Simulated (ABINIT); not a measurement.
**GaN (F-43m): G0W0 with ABINIT, start to end**

Aim: the G0W0 gap of GaN (F-43m) on PBE, step by step.

Calculated with ABINIT 10.8.3; PBE and many-body steps on it, plane waves.

**The experiments to reproduce.**

- Gap 3.23 eV: absorption onset (direct gap at Gamma) of unexcited film, from imaginary part of dielectric function; spectroscopic ellipsometry (steady-state reference of time-resolved measurement); 300 K; film on 3C-SiC/Si(001) (“Femtosecond pump-probe absorption edge spectroscopy of cubic GaN”, 2022, arxiv:2206.02223).

### 1. Set-up

Symmetry: F-43m, No. 216, cubic system. The conventional cell has a = 4.507 Å, b = 4.507 Å, c = 4.507 Å, α = 90.00°, β = 90.00°, γ = 90.00°. Nearest to Ga lie 4 N at 1.95 Å. Nearest to N lie 4 Ga at 1.95 Å. Farther neighbours, and contacts between anions beyond the nearest, are not listed.

The cell and positions are those that the Materials Project relaxed with its own functionals (PBE, PBE+U or r2SCAN), kept fixed. This is not the form that GaN usually takes at ambient conditions.

### 2. Ground state

This step: ABINIT 10.8.3; DFT, PBE, plane waves, norm-conserving pseudopotentials.

The ground-state density comes first.

run.abi

```
acell 3*1.0 Angstrom
rprim 
  0.000000000000 2.253500607500 2.253500607500
  2.253500607500 0.000000000000 2.253500607500
  2.253500607500 2.253500607500 0.000000000000
ntypat 2
znucl 31 7
natom 2
typat 1 2
xred 
  0.000000000000 0.000000000000 0.000000000000
  0.750000000000 0.750000000000 0.750000000000
pp_dirpath "pseudos"
pseudos "Ga.upf, N.upf"
ecut 45
ngkpt 8 8 8
nshiftk 1
shiftk 0 0 0
kptopt 1
chksymbreak 0
nband 18
occopt 1
tolvrs 1e-10
nstep 60
prtwf 0
optforces 0
optstress 0
indata_prefix "in"
outdata_prefix "out"
tmpdata_prefix "tmp"
```

Started as:

```console
$ OMP_NUM_THREADS=1 mpirun -n 8 abinit run.abi > log
```

Output:

```text
.Version 10.8.3 of ABINIT. v10.8.2 released Aug 2026.

 Symmetries : space group F-4 3 m (#216); Bravais cF (face-center cubic)
================================================================================
 Values of the parameters that define the memory need of the present run
     intxc =       0    ionmov =       0      iscf =       7    lmnmax =       6
     lnmax =       6     mgfft =      40  mpssoang =       3    mqgrid =    3001
     natom =       2  nloc_mem =       1    nspden =       1   nspinor =       1
    nsppol =       1      nsym =      24    n1xccc =    2501    ntypat =       2
    occopt =       1   xclevel =       2
-    mband =          18        mffmem =           1         mkmem =           4
       mpw =        2245          nfft =       64000          nkpt =          29
================================================================================
  Rough estimation (10% accuracy) of disk space for files :
================================================================================

--------------------------------------------------------------------------------
------------- Echo of variables that govern the present computation ------------
--------------------------------------------------------------------------------
 -outvars: echo values of preprocessed input variables --------
            acell      1.8897261259E+00  1.8897261259E+00  1.8897261259E+00 Bohr

      chksymbreak           0
             ecut      4.50000000E+01 Hartree
-          fftalg         312

              ixc     -101130
              kpt      0.00000000E+00  0.00000000E+00  0.00000000E+00
                       1.25000000E-01  0.00000000E+00  0.00000000E+00
                       2.50000000E-01  0.00000000E+00  0.00000000E+00
                       3.75000000E-01  0.00000000E+00  0.00000000E+00
                       5.00000000E-01  0.00000000E+00  0.00000000E+00
                       1.25000000E-01  1.25000000E-01  0.00000000E+00
                       2.50000000E-01  1.25000000E-01  0.00000000E+00
                       3.75000000E-01  1.25000000E-01  0.00000000E+00
                       5.00000000E-01  1.25000000E-01  0.00000000E+00
   [... 18 further rows ...]
                      -3.75000000E-01  5.00000000E-01  1.25000000E-01
                      -2.50000000E-01  5.00000000E-01  2.50000000E-01
         kptrlatt        8    0    0      0    8    0      0    0    8
          kptrlen      4.81794160E+01
P           mkmem           4
            natom           2
            nband          18
            ngfft          40      40      40
             nkpt          29
            nstep          60
             nsym          24
           ntypat           2
              occ      2.000000  2.000000  2.000000  2.000000  2.000000  2.000000
                       2.000000  2.000000  2.000000  2.000000  2.000000  2.000000
                       2.000000  0.000000  0.000000  0.000000  0.000000  0.000000
        optforces           0
        optstress           0
            prtwf           0
            rprim      0.0000000000E+00  2.2535006075E+00  2.2535006075E+00
[...]
spgroup         216

           tolvrs      1.00000000E-10

             xred      0.0000000000E+00  0.0000000000E+00  0.0000000000E+00
[...]
znucl       31.00000    7.00000

================================================================================

 chkinp: Checking input parameters for consistency.

================================================================================
== DATASET  1 ==================================================================
-   mpi_nproc: 8, omp_nthreads: 1 (-1 if OMP is not activated)

--- !DatasetInfo
iteration_state: {dtset: 1, }
dimensions: {natom: 2, nkpt: 29, mband: 18, nsppol: 1, nspinor: 1, nspden: 1, mpw: 2245, }
cutoff_energies: {ecut:  45.0, pawecutdg:  -1.0, }
electrons: {nelect:   2.60000000E+01, charge:   0.00000000E+00, occopt:   1.00000000E+00, tsmear:   1.00000000E-02, }

 Real(R)+Recip(G) space primitive vectors, cartesian coordinates (Bohr,Bohr^-1):
 R(1)=  0.0000000  4.2584990  4.2584990  G(1)= -0.1174123  0.1174123  0.1174123
 R(2)=  4.2584990  0.0000000  4.2584990  G(2)=  0.1174123 -0.1174123  0.1174123
 R(3)=  4.2584990  4.2584990  0.0000000  G(3)=  0.1174123  0.1174123 -0.1174123
 Unit cell volume ucvol=  1.5445417E+02 bohr^3
 Angles (23,13,12)=  6.00000000E+01  6.00000000E+01  6.00000000E+01 degrees

 getcut: wavevector=  0.0000  0.0000  0.0000  ngfft=  40  40  40
         ecut(hartree)=     45.000   => boxcut(ratio)=   2.19947

--- Pseudopotential description ------------------------------------------------
- Ga Generated using ONCVPSP code by D. R. Hamann
- 31.00000  21.00000  171031                  znucl, zion, pspdat
12 -101130 2 -1 1902                          pspcod,pspxc,lmax,lloc,mmax
     nproj     2     2     2
  pspatm : epsatm=   21.85474337
         --- l  ekb(1:nproj) -->
[...]
pspatm: atomic psp has been read  and splines computed

- N Generated using ONCVPSP code by D. R. Hamann
-  7.00000   5.00000  171031                  znucl, zion, pspdat
12 -101130 1 -1 1058                          pspcod,pspxc,lmax,lloc,mmax
     nproj     2     2     0
  pspatm : epsatm=    5.20977870
         --- l  ekb(1:nproj) -->
[...]
1   -4.293905   -1.006988
 pspatm: atomic psp has been read  and splines computed

   7.03677574E+02                                ecore*ucvol(ha*bohr**3)
--------------------------------------------------------------------------------

_setup2: Arith. and geom. avg. npw (full set) are    2226.443    2226.425

================================================================================

--- !BeginCycle
iteration_state: {dtset: 1, }
solver: {iscf: 7, nstep: 60, nline: 4, wfoptalg: 0, }
tolerances: {tolvrs: 1.00E-10, }

     iter   Etot(hartree)      deltaE(h)  residm     vres2
 ETOT  1  -258.01753091192    -2.580E+02 5.649E-01 9.585E+02
 ETOT  2  -258.56781723981    -5.503E-01 1.404E-01 9.659E+02
 ETOT  3  -258.71788889241    -1.501E-01 4.324E-03 1.424E+00
 ETOT  4  -258.71813151589    -2.426E-04 7.054E-04 5.223E-01
 ETOT  5  -258.71822784614    -9.633E-05 3.970E-04 2.144E-02
 ETOT  6  -258.71823016905    -2.323E-06 6.764E-05 1.218E-03
 ETOT  7  -258.71823026511    -9.606E-08 3.682E-05 1.381E-04
 ETOT  8  -258.71823028487    -1.976E-08 6.163E-06 2.349E-06
 ETOT  9  -258.71823028540    -5.247E-10 3.419E-06 1.801E-08
 ETOT 10  -258.71823028540    -4.661E-12 2.695E-06 6.841E-11

 At SCF step   10       vres2   =  6.84E-11 < tolvrs=  1.00E-10 =>converged.

--- !ResultsGS
iteration_state: {dtset: 1, }
comment   : Summary of ground state results
lattice_vectors:
- [  0.0000000,   4.2584990,   4.2584990, ]
- [  4.2584990,   0.0000000,   4.2584990, ]
- [  4.2584990,   4.2584990,   0.0000000, ]
lattice_lengths: [   6.02243,    6.02243,    6.02243, ]
lattice_angles: [ 60.000,  60.000,  60.000, ] # degrees, (23, 13, 12)
lattice_volume:   1.5445417E+02
convergence: {deltae: -4.661E-12, res2:  6.841E-11, residm:  2.695E-06, diffor:  0.000E+00, }
etotal    :  -2.58718230E+02
entropy   :   0.00000000E+00
fermie    :   2.52201327E-01
cartesian_stress_tensor: null
pressure_GPa: null
xred      :
- [  0.0000E+00,   0.0000E+00,   0.0000E+00, Ga]
- [  7.5000E-01,   7.5000E-01,   7.5000E-01,  N]
cartesian_forces: null
force_length_stats: {min: null, max: null, mean: null, }

 Integrated electronic density in atomic spheres:
 ------------------------------------------------
 Atom  Sphere_radius  Integrated_density
    1        2.00000         18.88453299
    2        2.00000          5.24763507
================================================================================

 ----iterations are completed or convergence reached----

 Mean square residual over all n,k,spin=   64.341E-10; max=  26.947E-07
 reduced coordinates (array xred) for    2 atoms
       0.000000      0.000000      0.000000
       0.750000      0.750000      0.750000
 rms dE/dt=  0.0000E+00; max dE/dt=  0.0000E+00; dE/dt below (all hartree)
    1       0.000000      0.000000      0.000000
    2       0.000000      0.000000      0.000000

 cartesian coordinates (angstrom) at end:
    1      0.000000     0.000000     0.000000
    2      3.380251     3.380251     3.380251
 length scales=  1.889726  1.889726  1.889726 bohr
              =  1.000000  1.000000  1.000000 angstroms
 prteigrs : about to open file out_EIG
 Fermi (or HOMO) energy (hartree) =   0.25220   Average Vxc (hartree)=  -0.43124
 Eigenvalues (hartree) for nkpt=  29  k points:
 kpt#   1, nband= 18, wtk=  0.00195, kpt=  0.0000  0.0000  0.0000 (reduced coord)
  -4.97665   -3.16387   -3.16387   -3.16387   -0.33240   -0.24568   -0.24568   -0.24568
  -0.23446   -0.23446    0.25220    0.25220    0.25220    0.31643    0.63289    0.63289
   0.63289    0.89971
 prteigrs : prtvol=0 or 1, do not print more k-points.

--- !EnergyTerms
iteration_state     : {dtset: 1, }
comment             : Components of total free energy in Hartree
kinetic             :  1.277021E+02
hartree             :  1.003721E+02
xc                  : -2.896853E+01
Ewald energy        : -1.353148E+02
psp_core            :  4.555899E+00
local_psp           : -2.667062E+02
non_local_psp       : -6.035870E+01
total_energy        : -2.587182E+02
total_energy_eV     : -7.040082E+03
band_energy         : -3.100809E+01

== END DATASET(S) ==============================================================
================================================================================

 -outvars: echo values of variables after computation  --------
           etotal     -2.5871823029E+02
            nband          18
             nkpt          29
          spgroup         216
 [... the other variables as echoed above ...]

 Calculation completed.
```

Wall time 21 s (8 MPI ranks of AMD EPYC 7R43, shared host); peak memory 0.63 GiB.

Numbers from this step:

* total energy: -7040.0817 eV
* gap: 1.748 eV
* k of the valence top: 0, 0, 0
* k of the conduction bottom: 0, 0, 0
* least direct gap: 1.748 eV

The gap is direct, at Γ.

(Part 1 of 3 ends here.)

[Long decimals in the printed logs are rounded to 6 places.]

[Logs are printed without paths, hosts, clocks, repeated set-up lines and the standing remarks that a program may print on its own settings, such as how far it seeks lower states.]

[Paths, hosts, dates, memory and timing lines, banners, echoed tables and standing remarks are left out of the program output; an Ansatz launch command may be rebuilt from the run's recorded settings. Measured values are a selection of at most five: reports struck by readers or far from the other reports are left out. None is set beside runs whose start may be inverted or whose files or cutoffs have a known fault.]

[Runs of the session that timed out or met a known fault of the program may be left out.]

[Hosts, paths, dates, database ids (printed as entryN), source tags and the programs' standing remarks are cut or masked in the printed files.]

[G0W0 gaps are taken among the corrected bands and points alone; a level outside them can change the order at an edge.]

[Where Ansatz stands beside ABINIT at settings called matched, ABINIT's density can come from a denser mesh and the files from another edition; pairs whose starting gaps differed by over 0.03 eV were left out, so agreement reads better than it is.]
